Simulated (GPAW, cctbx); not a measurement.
# Bonding in CdPb2 as X-rays see it

Aim: compute the bonding part of the density of CdPb2, find which reflections carry it, and see how it biases an ordinary refinement.

The start was made by putting kin elements into a known structure type; the compound need not exist, or be stable, in this form. All numbers below are calculated.

## 1. Relax the structure

The density hangs on the geometry, so cell and atoms are relaxed first, with the symmetry held. The cutoff is set higher than for the density because stress converges slowly with plane waves.

Settings: GPAW 26.7.0, PBE, 570 eV, 5×5×2 k-points (along the axes of the calculation cell), Fermi–Dirac width 0.1 eV, BFGS to 0.03 eV/Å.

```text
cell
1.0
     4.312000000    0.000000000    0.000000000
    -2.156000000    3.734301541    0.000000000
     0.000000000    0.000000000   10.937000000
Pb Cd
4 2
Direct
0.000000000 0.000000000 0.499600000
0.000000000 0.000000000 0.999600000
0.666666667 0.333333333 0.103100000
0.333333333 0.666666667 0.603100000
0.666666667 0.333333333 0.795100000
0.333333333 0.666666667 0.295100000
```

```console
$ OMP_NUM_THREADS=1 mpirun -n 4 gpaw python run.py > gpaw.log
```

```text
BFGS:    0      -13.506709        2.755587
BFGS:    1      -14.074476        2.330368
BFGS:    2      -15.446535        1.190750
BFGS:    3      -15.888350        0.603361
...
BFGS:   31      -16.792513        0.077706
BFGS:   32      -16.798524        0.048300
BFGS:   33      -16.800777        0.022864
cell  5.2957 5.2957 7.4858  90.00 90.00 120.00
volume 181.813 A^3, largest force 0.033 eV/A, largest stress 0.11 GPa
```

The cell moved far, while the k-mesh and basis were chosen for the start, so the final shape may be somewhat biased.

After 33 steps the volume has changed by +3.2 % and the energy by -3.294 eV; the largest stress left is 0.11 GPa. It took 13 min on 4 cores of Arm Neoverse V1 (shared host), peak memory 1.4 GiB.

Relaxed structure: P6_3mc (no. 186), a = 5.2957 Å, b = 5.2957 Å, c = 7.4858 Å, α = 90.00°, β = 90.00°, γ = 120.00°.

```csv
atom,mult.,x,y,z
Pb1,2,0,0,0.4394
Pb2,2,2/3,1/3,0.1959
Cd1,2,2/3,1/3,0.7623
```

## 2. The all-electron density

X-rays see the whole electron density, so the PAW density is rebuilt with its core regions. Subtracting spherical free atoms from the same code cancels the cores and leaves the deformation density Δρ, the part due to bonding.

Settings: PBE, 450 eV, 5×5×3 k-points (along the axes of the calculation cell), Fermi–Dirac width 0.1 eV; primitive cell of 6 atoms.

```console
$ OMP_NUM_THREADS=1 mpirun -n 4 gpaw python run.py > gpaw.log
```

```text
|iter:   1|       0s |  -16.846211 | -0.23 |       |
|iter:   2|       2s |  -16.813609 | -1.79 | -1.61 |
|iter:   3|       3s |  -16.604238 | -1.86 | -1.65 |
...
|iter:   9|      12s |  -16.603937c| -6.25 | -4.49c|
|iter:  10|      13s |  -16.603938c| -6.88 | -5.03c|
|iter:  11|      15s |  -16.603938c| -7.50c| -5.40c|
```

```text
grid (54, 54, 80)  electrons 424.000  moved by bonding 0.721 e
deformation density beyond 0.5 A of the nuclei: max 0.026, min -0.053 e/A^3
atom        x       y       z   Voronoi charge  moment
Pb1    0.0000  0.0000  0.4394      0.012       0.00
Pb2    0.0000  0.0000  0.9394      0.012       0.00
Pb3    0.6667  0.3333  0.1959     -0.081       0.00
Pb4    0.3333  0.6667  0.6959     -0.081       0.00
Cd5    0.6667  0.3333  0.7623      0.069       0.00
Cd6    0.3333  0.6667  0.2623      0.069       0.00
mean inner potential of superposed free atoms 18.549 V
total magnetic moment 0.000 muB
```

Deformation density in a plane through the shortest contact of the Pb atom at the origin, in 0.01 e/Å³ (clipped at ±99); x from -1.6 to 4.7 Å, y from 2.4 down to -2.4 Å:

```text
  .   .  -5  -1   1   1   0  -2  -3  -2   0   1   1   0  -1  -1
 -4  -5  -2   1   1   1   0  -1  -1   0   1   1   1   1   0   0
 -1   0   2   2   2   1   1   1   1   1   1   1   1   1   1   1
  1   2   2   2   1   1   1   1   1   1   0   0   0   1   1   1
  1   1   1  -2  -1  -2   1   2   1   0  -4  -5  -5  -1   1   1
  1   0  -2   0   .   0  -1   2   2  -3  -2   .   1  -5   0   1
  1   0   0   .   .   1  -1   2   2  -4   2   .   .  -5  -1   1
  1   0  -1   0   .   0  -1   2   1  -3  -2   .   1  -5   0   1
  1   1   0  -2  -1  -2   0   1   1  -1  -4  -5  -5  -1   1   1
  1   1   1   1   0   0   1   1   1   0   0   0   1   2   2   1
  0   0   1   1   1   1   1   1   1   1   1   1   2   2   1   0
 -1   0   0   1   1   0   0   0   0   1   1   1   1  -1  -1  -1
 -1  -1   0   0   0   0   0   0   0   0   1   1   0  -1   .   .
```

Atoms in or within 0.15 Å of the plane: Pb (0.0, 0.0), Cd (3.1, 0.0) Å. Dots mark points within about 0.45 Å of a nucleus; large values next to them are atomic features.

Pb gains most (-0.03 e) and Cd loses most (+0.07 e), in averages over each element's sites, as electronegativity suggests. Along the shortest contact from the Pb atom at the map's origin, Pb–Cd at 3.10 Å, Δρ is +0.03 e/Å³ at the midpoint and highest, +0.03, 1.46 Å from Pb (points within 0.5 Å of a nucleus left out): little piles up between the atoms, as is usual in a metallic crystal, which this run finds. Point values carry grid noise of about 0.01 e/Å³. The run needed 11 iterations, 23 s.

## 3. From the density to structure factors

The Fourier components of Δρ, added to those of the free atoms, give the static X-ray structure factors; the Mott–Bethe relation turns them into the Fourier components V of the potential that fast electrons feel.

```text
static structure factors of the conventional cell: F in electrons, V (Mott-Bethe) in volts
   h  k  l      d  |F| table  |F| free   |F| DFT   change   |V| free  |V| DFT  change %
   1  0  0  4.5862    32.623    32.509    32.551    0.042     0.791    0.768     -2.8
   1  0  1  3.9106    69.239    69.108    69.243    0.134     1.995    1.953     -2.1
   0  0  2  3.7429    95.549    95.580    95.547   -0.033     3.916    3.928      0.3
   1  0  2  2.8998   242.837   242.703   242.565   -0.138     7.602    7.632      0.4
   1  1  0  2.6478   360.986   360.781   360.361   -0.420    11.174   11.249      0.7
   2  0  0  2.2931    30.209    30.239    30.348    0.109     0.499    0.484     -2.9
   2  0  1  2.1925    63.173    63.205    63.200   -0.006     1.378    1.380      0.2
   1  0  3  2.1918   114.159   114.105   114.055   -0.050     3.213    3.220      0.2
   1  1  2  2.1616    82.896    82.779    82.609   -0.170     2.814    2.834      0.7
   2  0  2  1.9553   219.310   219.225   219.181   -0.044     5.721    5.725      0.1
   0  0  4  1.8715   252.839   252.781   252.876    0.094     6.281    6.272     -0.1
   2  1  0  1.7334    28.702    28.744    28.730   -0.013     0.398    0.399      0.3
   1  0  4  1.7327    83.990    83.943    83.978    0.035     2.184    2.181     -0.1
   2  1  1  1.6887    59.270    59.312    59.301   -0.011     1.111    1.110     -0.0
```

The largest X-ray change is -0.42 e on 110, 0.1 % of |F|. For electrons V goes as (Z − F)/g², so a change of F counts against Z − F, which is small at low angle and wherever the atoms' terms cancel: |V| of 200 moves by -2.9 % (0.50 to 0.48 V) against +0.4 % in |F|. The tabulated Hartree–Fock atoms differ from the free DFT atoms by up to 0.20 e, so the choice of reference atom matters too.

## 4. The functional ladder

The same geometry is run with other functionals, to see whether the bonding signal is larger than the spread between approximations. Free atoms are LDA for LDA and PBE otherwise. Any other changed setting is in the row's label.

| run | ΔF 110 (e) | ΔF 112 (e) | ΔF 102 (e) | q(Pb) (e) | moved (e) | time |
| --- | --- | --- | --- | --- | --- | --- |
| PBE | -0.420 | -0.170 | -0.138 | -0.035 | 0.721 | 23 s |
| LDA | -0.421 | -0.175 | -0.139 | -0.030 | 0.689 | 22 s |
| RPBE | -0.403 | -0.157 | -0.128 | -0.037 | 0.783 | 23 s |

At the base's settings ΔF(110) spans -0.421 to -0.403 e, a spread of 4 % of the PBE value; over the three listed reflections the spread is at most 11 %, so sign and size hold across the functionals. Times are from shared hosts.

## 5. What a spherical-atom refinement makes of it

Routine crystallography fits spherical atoms. To see the bias, intensities are simulated from tabulated atoms plus the DFT change ΔF, so that bonding alone can misfit (5714 reflections of the full sphere, merged to the counts below, to 0.5 Å, 1.5 % proportional noise plus counting noise, assumed isotropic U as listed, Δρ smeared by the mean U) and refined with cctbx over different ranges.

| range | data | R1 | GooF | U Pb1 (true 0.0026) | U Pb2 (true 0.0026) | U Cd1 (true 0.0032) | largest shift (Å) | Δρ max, min (e/Å³) |
| --- | --- | --- | --- | --- | --- | --- | --- | --- |
| all data | 617 | 0.0034 | 0.89 | 0.0026 | 0.0026 | 0.0032 | 0.0002 | 0.38, -0.46 |
| low resolution, d > 0.84 | 149 | 0.0034 | 0.99 | 0.0026 | 0.0026 | 0.0032 | 0.0002 | 0.18, -0.22 |
| high order, d < 0.75 | 417 | 0.0035 | 0.86 | 0.0026 | 0.0026 | 0.0032 | 0.0002 | 0.27, -0.27 |
| occupancies free, d > 0.7 | 241 | 0.0033 | 0.94 | 0.0026 | 0.0026 | 0.0033 | 0.0001 | 0.25, -0.30 |

With all data GooF is 0.89, so at this noise the bonding hardly shows; the top residual peak, near noise level, lies 1.61 Å from Cd and 1.63 Å from Pb, between them. No U is off by more than 3 s.u. at low resolution. With Pb1 held at 1 and the scale free, the other occupancies refine to Pb2 1.000(0.001) and Cd1 1.000(0.002), within three s.u. of full.

## 6. Answer

Bonding moves 0.72 e in the primitive cell of CdPb2 and changes the structure factors of the conventional cell in the table above by at most 0.42 e (110, 0.1 %), and among reflections above 2 % of the strongest by up to 0.4 % (200). The shortest bond, Pb–Cd, has Δρ = +0.03 e/Å³ at its midpoint, with no localised bond charge. At the base's settings ΔF(110) spans -0.421 to -0.403 e, a spread of 4 % of the PBE value; over the three listed reflections the spread is at most 11 %, so sign and size hold across the functionals. With all data GooF is 0.89, so at this noise the bonding hardly shows. Limits: static density, frozen cores, no spin–orbit coupling.

[Outputs are excerpts: Python notices, other lines and further rows are left out; steps that failed or that the build refused (PBEsol, TPSS) are not shown.]

[Logs are printed without paths, hosts, clocks, repeated set-up lines and the standing remarks that a program may print on its own settings, such as how far it seeks lower states.]
